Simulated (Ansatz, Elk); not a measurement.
# How far do independent atoms describe MoH2?, part 2 of 2

Structure refinements treat a crystal as free atoms side by side. For a made-up structure of MoH2 (cell and positions from a r2SCAN relaxation) the runs below show what the calculated density changes in F(hkl).

Elk 11.2.3 (patched build); all-electron DFT.

So far: Set-up; Ground state and structure factors; The highest occupied states alone.

The structure was built from a prototype and need not be the compound's stable phase.

## (4) Another functional

Level of this step: DFT, PBEsol, all-electron APW+lo, Dirac cores, scalar-relativistic bands, static density, no spin (Elk).

The difference from free atoms is small, so it is set against the change that PBEsol makes.

The input, elk.in:

```
tasks
  0
  195

xctype
  22

spinpol
  .false.

rgkmax
  7.0

gmaxvr
  14.0

lmaxo
  7

lmaxapw
  8

swidth
  0.002

tshift
  .false.

ramdisk
  .false.

hmaxvr
  5.5

maxscl
  120

epspot
  1e-06

sppath
  './'

avec
  -0.00000000000 4.15369631216 4.15369631216
  4.15369631216 0.00000000000 4.15369631216
  4.15369631216 4.15369631216 0.00000000000

atoms
  2
  'Mo.in'
  1
  0.0000000000 -0.0000000000 -0.0000000000   0.000000 0.000000 0.000000
  'H.in'
  2
  0.2500000000 0.2500000000 0.2500000000   0.000000 0.000000 0.000000
  0.7500000000 0.7500000000 0.7500000000   0.000000 0.000000 0.000000

ngridk
  9 9 9
```

Command:

```bash
$ OMP_NUM_THREADS=4 elk
```

Numbers of over 12 decimals in the logs are rounded to 6 here.

Log:

```text
┌─────────────────────────┐
│ Elk code version 11.2.3 │
└─────────────────────────┘

All units are atomic (Hartree, Bohr, etc.)

┌─────────────────────────────────────────────────┐
│ Ground-state run starting from atomic densities │
└─────────────────────────────────────────────────┘

Lattice vectors :
  -0.000000000       4.153696312       4.153696312
   4.153696312       0.000000000       4.153696312
   4.153696312       4.153696312       0.000000000

Reciprocal lattice vectors :
 -0.7563366259      0.7563366259      0.7563366259
[...]
interstitial                :    2.843159809
 muffin-tins (core leakage)
  species : 1 (Mo)
   atom 1                    :    39.66654417     (  0.2965361752E-05)
  species : 2 (H)
   atom 1                    :   0.7451480113     (   0.000000000    )
   atom 2                    :   0.7451480113     (   0.000000000    )
 total in muffin-tins        :    41.15684019
 total calculated charge     :    43.99974741
 total charge                :    44.00000000
 error                       :   0.2525926041E-03

┌──────────────────────────────┐
│ Self-consistent loop stopped │
└──────────────────────────────┘

Wrote STATE.OUT
[key lines of the parts left out:]
total energy                :     -4048.5897059385
```

The job ended after 9.2 s (4 threads of Arm Neoverse V2, shared host; peak memory 0.16 GiB; 26 s of CPU time).

Against the first run R = 0.03 %; the largest change is -0.022 at 220.

## (5) Basis size

The basis and the expansions that go with it are enlarged, to see whether the differences are converged.

Changes to elk.in since step 4:

```diff
@@ -5,3 +5,3 @@
 xctype
-  22
+  20
 
@@ -11,12 +11,12 @@
 rgkmax
-  7.0
+  8.5
 
 gmaxvr
-  14.0
+  18.0
 
 lmaxo
-  7
+  9
 
 lmaxapw
-  8
+  10
```

Command:

```bash
$ OMP_NUM_THREADS=4 elk
```

Log:

```text
┌─────────────────────────┐
│ Elk code version 11.2.3 │
└─────────────────────────┘

All units are atomic (Hartree, Bohr, etc.)

┌─────────────────────────────────────────────────┐
│ Ground-state run starting from atomic densities │
└─────────────────────────────────────────────────┘

Lattice vectors :
  -0.000000000       4.153696312       4.153696312
   4.153696312       0.000000000       4.153696312
   4.153696312       4.153696312       0.000000000

Reciprocal lattice vectors :
 -0.7563366259      0.7563366259      0.7563366259
[...]
interstitial                :    2.823447839
 muffin-tins (core leakage)
  species : 1 (Mo)
   atom 1                    :    39.66404608     (  0.2949300868E-05)
  species : 2 (H)
   atom 1                    :   0.7562530404     (   0.000000000    )
   atom 2                    :   0.7562530404     (   0.000000000    )
 total in muffin-tins        :    41.17655216
 total calculated charge     :    43.99983622
 total charge                :    44.00000000
 error                       :   0.1637784395E-03

┌──────────────────────────────┐
│ Self-consistent loop stopped │
└──────────────────────────────┘

Wrote STATE.OUT
[key lines of the parts left out:]
total energy                :     -4050.7499940952
```

Elapsed: 19 s, on 4 threads; peak memory 0.16 GiB.

Against the first run R = 0.00 %; the largest change is -0.003 at 333.

## (6) Basis size

A smaller basis shows how fast F responds to it; the change is likely larger than the basis error of the first run, but doesn't show convergence.

Changes to elk.in since step 5:

```diff
@@ -11,12 +11,12 @@
 rgkmax
-  8.5
+  5.5
 
 gmaxvr
-  18.0
+  14.0
 
 lmaxo
-  9
+  7
 
 lmaxapw
-  10
+  8
```

Command:

```bash
$ OMP_NUM_THREADS=4 elk
```

Log:

```text
┌─────────────────────────┐
│ Elk code version 11.2.3 │
└─────────────────────────┘

All units are atomic (Hartree, Bohr, etc.)

┌─────────────────────────────────────────────────┐
│ Ground-state run starting from atomic densities │
└─────────────────────────────────────────────────┘

Lattice vectors :
  -0.000000000       4.153696312       4.153696312
   4.153696312       0.000000000       4.153696312
   4.153696312       4.153696312       0.000000000

Reciprocal lattice vectors :
 -0.7563366259      0.7563366259      0.7563366259
[...]
interstitial                :    2.834435807
 muffin-tins (core leakage)
  species : 1 (Mo)
   atom 1                    :    39.65762734     (  0.2946921359E-05)
  species : 2 (H)
   atom 1                    :   0.7539684274     (   0.000000000    )
   atom 2                    :   0.7539684274     (   0.000000000    )
 total in muffin-tins        :    41.16556419
 total calculated charge     :    43.99975305
 total charge                :    44.00000000
 error                       :   0.2469543195E-03

┌──────────────────────────────┐
│ Self-consistent loop stopped │
└──────────────────────────────┘

Wrote STATE.OUT
[key lines of the parts left out:]
total energy                :     -4050.7468610126
```

The job ended after 7.5 s (4 threads; peak memory 0.16 GiB; 19 s of CPU time).

Against the first run R = 0.01 %; the largest change is +0.004 at 420.

## (7) Settings against the effect

```
                              run  R against the first run (%)  R against neutral atoms, low angle (%)  wall time
                    PBE, rgkmax 7                         0.00                                    0.93      8.8 s
                           PBEsol                         0.03                                    0.93      9.2 s
rgkmax 8.5 with larger expansions                         0.00                                    0.93       19 s
                       rgkmax 5.5                         0.01                                    0.93      7.5 s
```

## (8) What came out

```yaml
r_against_neutral_atoms_sin_theta_lambda_0p3_a_minus1: 0.93 %
r_against_neutral_atoms_0p3_to_0p82_a_minus1: 0.31 %
```

What this shows: Independent neutral atoms miss the calculated amplitudes by R = 0.93 % below 0.3 Å⁻¹ and 0.31 % from there to 0.82 Å⁻¹; by shells, 0.93 % 0.15 to 0.3 (2 forms), 0.36 % 0.3 to 0.45 (3 forms), 0.30 % above 0.45 (17 forms). Bonding, aspherical density and the tables' own atoms all enter these figures, and the runs don't part them. The largest change of an amplitude is -0.38 electrons, at 200. The window's part falls from 8.0 electrons at the origin to at most 0.29 between 0.45 and 0.82 Å⁻¹. Below 0.3 Å⁻¹ the changes that finished (PBEsol, rgkmax 8.5 with larger expansions and rgkmax 5.5) move F by R = 0.03 % at most, against the 0.93 % that separates it from free atoms. The k-mesh has no finished test. These runs have no spin, though d or f shells may be open. Part of the difference isn't bonding: the tables are fits to free atoms and ions calculated by other methods than this functional. Thermal motion, anomalous dispersion and extinction are left out.

[Logs are printed without paths, hosts, clocks, repeated set-up lines and the standing remarks that a program may print on its own settings, such as how far it seeks lower states.]

[Hosts, paths, dates, database ids (printed as entryN), source tags and the programs' standing remarks are cut or masked in the printed files.]
